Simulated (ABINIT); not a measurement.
# Te2Mo (P6_3/mmc): G0W0 in ABINIT against the bands in the self-energy

Wanted: the cheapest bands in the self-energy that holds the gap of Te2Mo (P6_3/mmc).

Main program and level: ABINIT 10.8.3; PBE and many-body steps on it, plane waves.

## 1. The structure

It takes space group P6_3/mmc (No. 194, hexagonal). Conventional cell: a = 3.518 Å, b = 3.518 Å, c = 13.974 Å, α = 90.00°, β = 90.00°, γ = 120.00°. Te has 3 Mo at 2.72 Å nearest. Nearest to Mo lie 6 Te at 2.72 Å. Farther neighbours, and contacts between anions beyond the nearest, are not listed.

The cell and positions come from the Crystallography Open Database and are kept as given unless a step says otherwise.

## 2. Screening, 3×3×1 mesh, 386 bands, screening to 176.9 eV

This step: ABINIT 10.8.3; RPA screening on PBE, plane waves, norm-conserving pseudopotentials.

The RPA dielectric matrix is built and inverted for each q.

run.abi

```
acell 3*1.0 Angstrom
rprim 
  3.518200000003 -0.000000000001 0.000000000000
  -1.759100000001 3.046850575598 0.000000000000
  0.000000000000 0.000000000000 13.973600000000
ntypat 2
znucl 52 42
natom 6
typat 1 1 1 1 2 2
xred 
  0.333333333333 0.666666666667 0.621000000000
  0.666666666667 0.333333333333 0.121000000000
  0.333333333333 0.666666666667 0.879000000000
  0.666666666667 0.333333333333 0.379000000000
  0.333333333333 0.666666666667 0.250000000000
  0.666666666667 0.333333333333 0.750000000000
pp_dirpath "pseudos"
pseudos "Te.upf, Mo.upf"
ecut 36
ngkpt 3 3 1
nshiftk 1
shiftk 0 0 0
kptopt 1
chksymbreak 0
istwfk *1
occopt 1
irdwfk 1
optdriver 3
nband 386
ecuteps 6.5
inclvkb 2
awtr 1
symchi 1
indata_prefix "in"
outdata_prefix "out"
tmpdata_prefix "tmp"
```

On the command line:

```console
$ OMP_NUM_THREADS=1 mpirun -n 8 abinit run.abi > log
```

Standard output:

```text
.Version 10.8.3 of ABINIT. v10.8.2 released Aug 2026.

 Symmetries : space group P6_3/m m c (#194); Bravais hP (primitive hexag.)
[... echo of the input left out ...]
== DATASET  1 ==================================================================
-   mpi_nproc: 8, omp_nthreads: 1 (-1 if OMP is not activated)

--- !DatasetInfo
iteration_state: {dtset: 1, }
dimensions: {natom: 6, nkpt: 3, mband: 386, nsppol: 1, nspinor: 1, nspden: 1, mpw: 10515, }
cutoff_energies: {ecut:  36.0, pawecutdg:  -1.0, }
electrons: {nelect:   9.20000000E+01, charge:   0.00000000E+00, occopt:   1.00000000E+00, tsmear:   1.00000000E-02, }

 SCREENING: Calculation of the susceptibility and dielectric matrices

 Based on a program developped by R.W. Godby, V. Olevano, G. Onida, and L. Reining.
 Incorporated in ABINIT by V. Olevano, G.-M. Rignanese, and M. Torrent.
.Using double precision arithmetic ; gwpc =  8

[... cell and pseudopotentials left out ...]
--------------------------------------------------------------------------------

 ==== K-mesh for the wavefunctions ====
 Number of points in the irreducible wedge :     3
[... list of points left out ...]
 Together with 24 symmetry operations and time-reversal symmetry
 yields     9 points in the full Brillouin Zone.

 ==== Q-mesh for the screening function ====
 Number of points in the irreducible wedge :     3
[... list of points left out ...]
 Together with 24 symmetry operations and time-reversal symmetry
 yields     9 points in the full Brillouin Zone.

 setmesh: FFT mesh size selected  =    24x   24x  108
          total number of points  =        62208

 vcoul_init : cutoff-mode = AUXILIARY_FUNCTION
 q-points for optical limit:   1
     1)      0.000010    0.000020    0.000030

- screening: taking advantage of time-reversal symmetry
- Maximum band index for partially occupied states nbvw = 46
- Remaining bands to be divided among processors   nbcw = 340
- Number of bands treated by each node ~42

 Number of electrons calculated from density =   92.0000; Expected =   92.0000
 average of density, n =  0.091015
 r_s =    1.3791
 omega_plasma =   29.1012 [eV]

 calculating chi0 at frequencies [eV] :
  1    0.000000E+00    0.000000E+00
  2    0.000000E+00    2.910122E+01

--------------------------------------------------------------------------------
  q-point number  1        q = ( 0.000000, 0.000000, 0.000000) [r.l.u.]
--------------------------------------------------------------------------------
[... chi0 elements left out ...]
 For q-point:  0.000010 0.000020 0.000030
  dielectric constant =  20.2803
  dielectric constant without local fields =  23.1247

  Average fulfillment of the sum rule on Im[epsilon] for q-point    1 :    100.27  [%]
[... wings left out ...]
  q-point number  2        q = ( 0.333333, 0.000000, 0.000000) [r.l.u.]
--------------------------------------------------------------------------------
[... chi0 elements left out ...]
  Average fulfillment of the sum rule on Im[epsilon] for q-point    2 :     95.08  [%]

 [... 1 further q-points ...]
```

Run time: 4.4 min. Hardware: 8 MPI ranks of Intel Xeon Platinum 8488C (Sapphire Rapids), shared host; peak memory 3.8 GiB; 35 min of CPU time.

Read from the output:

- ε∞ with local fields, on this mesh: 20.28
- ε∞ without local fields, on this mesh: 23.12
- plasma frequency: 29.10 eV
- plane waves in the screening matrix: 811

Local fields lower ε∞ by 12 %. On a Γ-centred mesh this coarse the value itself is usually too large, while a short band sum pulls it down.

## 3. 54 bands

This step: G0W0 on PBE, plane waves, norm-conserving pseudopotentials.

run.abi, as its differences from that of step 2:

```diff
@@ -27,8 +27,17 @@
 irdwfk 1
-optdriver 3
-nband 386
+optdriver 4
+nband 54
+gwcalctyp 0
+ecutsigx 36
+symsigma 1
+nkptgw 2
+kptgw 
+  0.0000000000 0.0000000000 0.0000000000
+  0.3333333333 0.3333333333 0.0000000000
+bdgw 
+  45 48
+  45 48
 ecuteps 6.5
-inclvkb 2
-awtr 1
-symchi 1
+irdscr 1
+ppmodel 1
 indata_prefix "in"
```

Standard output:

```text
.Version 10.8.3 of ABINIT. v10.8.2 released Aug 2026.

 Symmetries : space group P6_3/m m c (#194); Bravais hP (primitive hexag.)
[... echo of the input left out ...]
== DATASET  1 ==================================================================
-   mpi_nproc: 8, omp_nthreads: 1 (-1 if OMP is not activated)

--- !DatasetInfo
iteration_state: {dtset: 1, }
dimensions: {natom: 6, nkpt: 3, mband: 54, nsppol: 1, nspinor: 1, nspden: 1, mpw: 10515, }
cutoff_energies: {ecut:  36.0, pawecutdg:  -1.0, }
electrons: {nelect:   9.20000000E+01, charge:   0.00000000E+00, occopt:   1.00000000E+00, tsmear:   1.00000000E-02, }

 SIGMA: Calculation of the GW corrections

 Based on a program developped by R.W. Godby, V. Olevano, G. Onida, and L. Reining.
 Incorporated in ABINIT by V. Olevano, G.-M. Rignanese, and M. Torrent.
.Using double precision arithmetic ; gwpc =  8

[... cell and pseudopotentials left out ...]
--------------------------------------------------------------------------------

 ==== K-mesh for the wavefunctions ====
 Number of points in the irreducible wedge :     3
[... list of points left out ...]
 Together with 24 symmetry operations and time-reversal symmetry
 yields     9 points in the full Brillouin Zone.

 ==== Q-mesh for screening function ====
 Number of points in the irreducible wedge :     3
[... list of points left out ...]
 Together with 24 symmetry operations and time-reversal symmetry
 yields     9 points in the full Brillouin Zone.

 vcoul_init : cutoff-mode = AUXILIARY_FUNCTION
 q-points for optical limit:   1
     1)      0.000010    0.000020    0.000030
 setmesh: FFT mesh size selected  =    32x   32x  144
          total number of points  =       147456

 Number of electrons calculated from density =   92.0000; Expected =   92.0000
 average of density, n =  0.091015
 r_s =    1.3791
 omega_plasma =   29.1012 [eV]

 === KS Band Gaps ===
  >>>> For spin  1
   Minimum direct gap =   1.0377 [eV], located at k-point      :   0.3333  0.3333  0.0000
   Fundamental gap    =   0.9565 [eV], Top of valence bands at :   0.0000  0.0000  0.0000
                                       Bottom of conduction at :   0.3333  0.3333  0.0000
 SIGMA fundamental parameters:
 PLASMON POLE MODEL  1
 number of plane-waves for SigmaX                10361
 number of plane-waves for SigmaC and W            811
 number of plane-waves for wavefunctions         10361
 number of bands                                    54
 number of independent spin polarizations            1
 number of spinorial components                      1
 number of k-points in IBZ                           3
 number of q-points in IBZ                           3
 number of symmetry operations                      24
 number of k-points in BZ                            9
 number of q-points in BZ                            9
 number of frequencies for dSigma/dE                 9
 frequency step for dSigma/dE [eV]                0.25
 number of omega for Sigma on real axis              0
 max omega for Sigma on real axis  [eV]           0.00
 zcut for avoiding poles [eV]                     0.10

 EPSILON^-1 parameters (SCR file):
 dimension of the eps^-1 matrix on file            811
 dimension of the eps^-1 matrix used               811
 number of plane-waves for wavefunctions         10361
 number of bands                                   386
 number of q-points in IBZ                           3
 number of frequencies                               2
 number of real frequencies                          1
 number of imag frequencies                          1

 matrix elements of self-energy operator (all in [eV])

 Perturbative Calculation

--- !SelfEnergy_ee
iteration_state: {dtset: 1, }
kpoint     : [   0.000,    0.000,    0.000, ]
spin       : 1
KS_gap     :    2.886
QP_gap     :    2.793
Delta_QP_KS:   -0.093
data: !SigmaeeData |
     Band     E0 <VxcDFT>   SigX SigC(E0)      Z dSigC/dE  Sig(E)    E-E0       E
       45   7.652 -12.579 -15.438   3.998   0.831  -0.204 -11.633   0.946   8.598
       46   7.987 -15.979 -16.763   3.008   0.802  -0.247 -14.196   1.784   9.771
       47  10.873 -14.174 -10.765  -1.353   0.822  -0.216 -12.483   1.691  12.564
       48  10.873 -14.174 -10.765  -1.353   0.822  -0.216 -12.483   1.691  12.564

--- !SelfEnergy_ee
iteration_state: {dtset: 1, }
kpoint     : [   0.333,    0.333,    0.000, ]
spin       : 1
KS_gap     :    1.038
QP_gap     :    1.682
Delta_QP_KS:    0.645
data: !SigmaeeData |
     Band     E0 <VxcDFT>   SigX SigC(E0)      Z dSigC/dE  Sig(E)    E-E0       E
       45   7.669 -15.398 -16.611   3.339   0.797  -0.254 -13.703   1.695   9.364
       46   7.906 -16.094 -17.248   3.367   0.796  -0.257 -14.333   1.760   9.666
       47   8.943 -16.955 -12.267  -1.658   0.794  -0.260 -14.550   2.405  11.348
       48   8.943 -16.955 -12.267  -1.658   0.794  -0.260 -14.550   2.405  11.348

== END DATASET(S) ==============================================================
================================================================================

 -outvars: echo values of variables after computation  --------
           etotal      0.0000000000E+00
            nband          54
             nkpt           3
          spgroup         194
 [... the other variables as echoed above ...]

 Calculation completed.
```

Run time: 19 s. Hardware: 8 MPI ranks; peak memory 2.3 GiB; 2.4 min of CPU time.

Read from the output:

| Item | Value |
| --- | --- |
| G0W0 gap on the mesh | 1.577 eV |
| starting gap on the mesh | 0.9565 eV |
| k of the valence top | 0, 0, 0 |
| k of the conduction bottom | 0.3333, 0.3333, 0 |
| Z at the valence top | 0.802 |
| Z at the conduction bottom | 0.794 |
| least direct G0W0 gap on the computed points | 1.682 eV |

## 4. 56 bands

run.abi, as its differences from that of step 3:

```diff
@@ -28,3 +28,3 @@
 optdriver 4
-nband 54
+nband 56
 gwcalctyp 0
```

Standard output:

```text
.Version 10.8.3 of ABINIT. v10.8.2 released Aug 2026.

 Symmetries : space group P6_3/m m c (#194); Bravais hP (primitive hexag.)
[... echo of the input left out ...]
== DATASET  1 ==================================================================
-   mpi_nproc: 8, omp_nthreads: 1 (-1 if OMP is not activated)

--- !DatasetInfo
iteration_state: {dtset: 1, }
dimensions: {natom: 6, nkpt: 3, mband: 56, nsppol: 1, nspinor: 1, nspden: 1, mpw: 10515, }
cutoff_energies: {ecut:  36.0, pawecutdg:  -1.0, }
electrons: {nelect:   9.20000000E+01, charge:   0.00000000E+00, occopt:   1.00000000E+00, tsmear:   1.00000000E-02, }

 SIGMA: Calculation of the GW corrections

 Based on a program developped by R.W. Godby, V. Olevano, G. Onida, and L. Reining.
 Incorporated in ABINIT by V. Olevano, G.-M. Rignanese, and M. Torrent.
.Using double precision arithmetic ; gwpc =  8

[... cell and pseudopotentials left out ...]
--------------------------------------------------------------------------------

 ==== K-mesh for the wavefunctions ====
 Number of points in the irreducible wedge :     3
[... list of points left out ...]
 Together with 24 symmetry operations and time-reversal symmetry
 yields     9 points in the full Brillouin Zone.

 ==== Q-mesh for screening function ====
 Number of points in the irreducible wedge :     3
[... list of points left out ...]
 Together with 24 symmetry operations and time-reversal symmetry
 yields     9 points in the full Brillouin Zone.

 vcoul_init : cutoff-mode = AUXILIARY_FUNCTION
 q-points for optical limit:   1
     1)      0.000010    0.000020    0.000030
 setmesh: FFT mesh size selected  =    32x   32x  144
          total number of points  =       147456

 Number of electrons calculated from density =   92.0000; Expected =   92.0000
[...]
number of omega for Sigma on real axis              0
 max omega for Sigma on real axis  [eV]           0.00
 zcut for avoiding poles [eV]                     0.10

 EPSILON^-1 parameters (SCR file):
 dimension of the eps^-1 matrix on file            811
 dimension of the eps^-1 matrix used               811
 number of plane-waves for wavefunctions         10361
 number of bands                                   386
 number of q-points in IBZ                           3
 number of frequencies                               2
 number of real frequencies                          1
 number of imag frequencies                          1

 matrix elements of self-energy operator (all in [eV])

 Perturbative Calculation

--- !SelfEnergy_ee
iteration_state: {dtset: 1, }
kpoint     : [   0.000,    0.000,    0.000, ]
spin       : 1
KS_gap     :    2.886
QP_gap     :    2.866
Delta_QP_KS:   -0.020
data: !SigmaeeData |
     Band     E0 <VxcDFT>   SigX SigC(E0)      Z dSigC/dE  Sig(E)    E-E0       E
       45   7.652 -12.579 -15.438   3.903   0.829  -0.207 -11.714   0.865   8.517
       46   7.987 -15.979 -16.763   2.870   0.799  -0.251 -14.312   1.667   9.654
       47  10.873 -14.174 -10.765  -1.403   0.821  -0.218 -12.527   1.647  12.520
[...]
--- !SelfEnergy_ee
iteration_state: {dtset: 1, }
kpoint     : [   0.333,    0.333,    0.000, ]
spin       : 1
KS_gap     :    1.038
QP_gap     :    1.627
Delta_QP_KS:    0.589
data: !SigmaeeData |
     Band     E0 <VxcDFT>   SigX SigC(E0)      Z dSigC/dE  Sig(E)    E-E0       E
[...]
47   8.943 -16.955 -12.267  -1.883   0.789  -0.267 -14.742   2.213  11.156
       48   8.943 -16.955 -12.267  -1.883   0.789  -0.267 -14.742   2.213  11.156

== END DATASET(S) ==============================================================
================================================================================

 -outvars: echo values of variables after computation  --------
           etotal      0.0000000000E+00
            nband          56
             nkpt           3
          spgroup         194
 [... the other variables as echoed above ...]

 Calculation completed.
```

It took 19 s on 8 MPI ranks; peak memory 2.5 GiB.

Numbers from this step:

* G0W0 gap on the mesh: 1.502 eV
* starting gap on the mesh: 0.9565 eV
* k of the valence top: 0, 0, 0
* k of the conduction bottom: 0.3333, 0.3333, 0
* Z at the valence top: 0.799
* Z at the conduction bottom: 0.789
* least direct G0W0 gap on the computed points: 1.627 eV

## 5. 76 bands

run.abi, as its differences from that of step 4:

```diff
@@ -28,3 +28,3 @@
 optdriver 4
-nband 56
+nband 76
 gwcalctyp 0
```

Standard output:

```text
.Version 10.8.3 of ABINIT. v10.8.2 released Aug 2026.

 Symmetries : space group P6_3/m m c (#194); Bravais hP (primitive hexag.)
[... echo of the input left out ...]
== DATASET  1 ==================================================================
-   mpi_nproc: 8, omp_nthreads: 1 (-1 if OMP is not activated)

--- !DatasetInfo
iteration_state: {dtset: 1, }
dimensions: {natom: 6, nkpt: 3, mband: 76, nsppol: 1, nspinor: 1, nspden: 1, mpw: 10515, }
cutoff_energies: {ecut:  36.0, pawecutdg:  -1.0, }
electrons: {nelect:   9.20000000E+01, charge:   0.00000000E+00, occopt:   1.00000000E+00, tsmear:   1.00000000E-02, }

 SIGMA: Calculation of the GW corrections

 Based on a program developped by R.W. Godby, V. Olevano, G. Onida, and L. Reining.
 Incorporated in ABINIT by V. Olevano, G.-M. Rignanese, and M. Torrent.
.Using double precision arithmetic ; gwpc =  8

[... cell and pseudopotentials left out ...]
--------------------------------------------------------------------------------

 ==== K-mesh for the wavefunctions ====
 Number of points in the irreducible wedge :     3
[... list of points left out ...]
 Together with 24 symmetry operations and time-reversal symmetry
 yields     9 points in the full Brillouin Zone.

 ==== Q-mesh for screening function ====
 Number of points in the irreducible wedge :     3
[... list of points left out ...]
 Together with 24 symmetry operations and time-reversal symmetry
 yields     9 points in the full Brillouin Zone.

 vcoul_init : cutoff-mode = AUXILIARY_FUNCTION
 q-points for optical limit:   1
     1)      0.000010    0.000020    0.000030
 setmesh: FFT mesh size selected  =    32x   32x  144
          total number of points  =       147456

 Number of electrons calculated from density =   92.0000; Expected =   92.0000
[...]
number of omega for Sigma on real axis              0
 max omega for Sigma on real axis  [eV]           0.00
 zcut for avoiding poles [eV]                     0.10

 EPSILON^-1 parameters (SCR file):
 dimension of the eps^-1 matrix on file            811
 dimension of the eps^-1 matrix used               811
 number of plane-waves for wavefunctions         10361
 number of bands                                   386
 number of q-points in IBZ                           3
 number of frequencies                               2
 number of real frequencies                          1
 number of imag frequencies                          1

 matrix elements of self-energy operator (all in [eV])

 Perturbative Calculation

--- !SelfEnergy_ee
iteration_state: {dtset: 1, }
kpoint     : [   0.000,    0.000,    0.000, ]
spin       : 1
KS_gap     :    2.886
QP_gap     :    2.836
Delta_QP_KS:   -0.049
data: !SigmaeeData |
     Band     E0 <VxcDFT>   SigX SigC(E0)      Z dSigC/dE  Sig(E)    E-E0       E
       45   7.652 -12.579 -15.438   3.049   0.812  -0.231 -12.424   0.154   7.806
       46   7.987 -15.979 -16.763   2.145   0.786  -0.272 -14.908   1.071   9.058
       47  10.873 -14.174 -10.765  -2.142   0.807  -0.240 -13.152   1.022  11.894
[...]
--- !SelfEnergy_ee
iteration_state: {dtset: 1, }
kpoint     : [   0.333,    0.333,    0.000, ]
spin       : 1
KS_gap     :    1.038
QP_gap     :    1.618
Delta_QP_KS:    0.581
data: !SigmaeeData |
     Band     E0 <VxcDFT>   SigX SigC(E0)      Z dSigC/dE  Sig(E)    E-E0       E
[...]
47   8.943 -16.955 -12.267  -2.546   0.777  -0.286 -15.289   1.665  10.609
       48   8.943 -16.955 -12.267  -2.546   0.777  -0.286 -15.289   1.665  10.609

== END DATASET(S) ==============================================================
================================================================================

 -outvars: echo values of variables after computation  --------
           etotal      0.0000000000E+00
            nband          76
             nkpt           3
          spgroup         194
 [... the other variables as echoed above ...]

 Calculation completed.
```

Elapsed: 26 s, on 8 MPI ranks; peak memory 2.4 GiB; 3.4 min of CPU time.

Read from the output:

* G0W0 gap on the mesh: 1.551 eV
* starting gap on the mesh: 0.9565 eV
* k of the valence top: 0, 0, 0
* k of the conduction bottom: 0.3333, 0.3333, 0
* Z at the valence top: 0.786
* Z at the conduction bottom: 0.777
* least direct G0W0 gap on the computed points: 1.618 eV

[end of part 1 of 2]

[Long decimals in the printed logs are rounded to 6 places.]

[Logs are printed without paths, hosts, clocks, repeated set-up lines and the standing remarks that a program may print on its own settings, such as how far it seeks lower states.]

[Paths, hosts, dates, memory and timing lines, banners, echoed tables and standing remarks are left out of the program output; an Ansatz launch command may be rebuilt from the run's recorded settings. Measured values are a selection of at most five: reports struck by readers or far from the other reports are left out. None is set beside runs whose start may be inverted or whose files or cutoffs have a known fault.]

[Runs of the session that timed out or met a known fault of the program may be left out.]

[Hosts, paths, dates, database ids (printed as entryN), source tags and the programs' standing remarks are cut or masked in the printed files.]

[G0W0 gaps are taken among the corrected bands and points alone; a level outside them can change the order at an edge.]

[Where Ansatz stands beside ABINIT at settings called matched, ABINIT's density can come from a denser mesh and the files from another edition; pairs whose starting gaps differed by over 0.03 eV were left out, so agreement reads better than it is.]
